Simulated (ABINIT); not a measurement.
SiO2 (P3_221): G0W0 with ABINIT, start to end. Symmetry: P3_221, No. 154, trigonal system. The conventional cell has a = 4.916 Å, b = 4.916 Å, c = 5.408 Å, α = 90.00°, β = 90.00°, γ = 120.00°. Nearest to Si lie 4 O at 1.61 Å. O has 2 Si at 1.61 Å nearest. Farther neighbours, and contacts between anions beyond the nearest, are not listed. The calculation used RPA screening on PBE, plane waves, norm-conserving pseudopotentials (and 2 further levels or steps) in ABINIT 10.8.3, with cutoff 36 Ha, PseudoDojo scalar-relativistic 0.4.1 standard, norm-conserving, potential set dojo-sr-pbe-0.4.1-standard, ngkpt (3, 3, 2), nband 201, ecuteps 3.9 Ha, inclvkb 2, shiftk (0, 0, 0), symchi 1, awtr 1, frequency ppm, 3×3×2 k-mesh. The PBE gap is 6.03 eV, indirect and the G0W0 gap on the mesh is 8.54 eV. The GW settings are 3×3×2 mesh, 201 bands, screening to 106.1 eV, Godby-Needs plasmon pole and the known limits are short of the basis limit; coarse k mesh. It took 5 runs, 12 min in all on 4 MPI ranks of Arm Neoverse V1, shared host. G0W0 moves the gap on the mesh from 6.03 eV to 8.54 eV (+2.51 eV), with Z of 0.82 and 0.87 at the edges. Local fields lower the RPA ε∞ on this mesh from 2.54 to 2.34; a Γ-centred mesh this coarse tends to raise both, most where the direct gap is narrow, while a short band sum lowers them. The program's warnings: nkpt*nsppol () is not a multiple of nproc spkpt (). The cell and positions come from the Crystallography Open Database and are kept as given unless a step says otherwise. The 3×3×2 mesh is coarse for this cell, which bears on the long-range parts of exchange and screening.

[Paths, hosts, dates, memory and timing lines, banners, echoed tables and standing remarks are left out of the program output; an Ansatz launch command may be rebuilt from the run's recorded settings. Measured values are a selection of at most five: reports struck by readers or far from the other reports are left out. None is set beside runs whose start may be inverted or whose files or cutoffs have a known fault.]

[Runs of the session that timed out or met a known fault of the program may be left out.]

[Hosts, paths, dates, database ids (printed as entryN), source tags and the programs' standing remarks are cut or masked in the printed files.]

[G0W0 gaps are taken among the corrected bands and points alone; a level outside them can change the order at an edge.]

[Where Ansatz stands beside ABINIT at settings called matched, ABINIT's density can come from a denser mesh and the files from another edition; pairs whose starting gaps differed by over 0.03 eV were left out, so agreement reads better than it is.]
